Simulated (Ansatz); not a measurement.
Rows from a G0W0 calculation on LaGaO3 (R-3c) (Ansatz 0.2.0; G0W0 on r2SCAN, plane waves, PAW; 4×4×4 mesh, 708 empty bands, screening to 190 eV, hard PAW files), in eV. Spin-orbit coupling is left out.

```
row                        k  band   start       Σx  Σc at the solution      Vxc
  A  (0.000, -0.500, -0.500)    c1  16.494  -19.450              -9.291  -32.173
  B                        Γ    c2  16.135  -11.386              -5.460  -18.229
  C  (0.000, -0.500, -0.500)    v1  11.384  -26.292               4.189  -21.541
  D                        Γ    v1  11.246  -26.222               4.176  -21.504
  E  (0.000, -0.500, -0.500)    c2  16.508  -19.465              -9.268  -32.159
  F                        Γ    c1  15.754  -13.225              -4.066  -18.024
```

Question: Give the quasiparticle energies and the shift of each level.

The quasiparticle equation reads E = start + Σx + Σc(E) − Vxc.

| row | E (eV) | shift (eV) |
| --- | --- | --- |
| A | 19.925 | +3.431 |
| B | 17.517 | +1.382 |
| C | 10.822 | −0.563 |
| D | 10.704 | −0.542 |
| E | 19.934 | +3.426 |
| F | 16.487 | +0.733 |

The gap over the computed points goes from 4.37 eV to 5.67 eV.

Limits: not at the basis limit; f levels unsure; no spin-orbit coupling.

[Paths, hosts, dates, memory and timing lines, banners, echoed tables and standing remarks are left out of the program output.]

[Logs are printed without paths, hosts, clocks, repeated set-up lines and the standing remarks that a program may print on its own settings, such as how far it seeks lower states.]

[Runs of the session that timed out or met a known fault of the program may be left out.]

[Cells called generated may have been cut or substituted from an entry of the Crystallography Open Database or the Materials Project.]

[Hosts, paths, dates, database ids (printed as entryN), source tags and the programs' standing remarks are cut or masked in the printed files.]
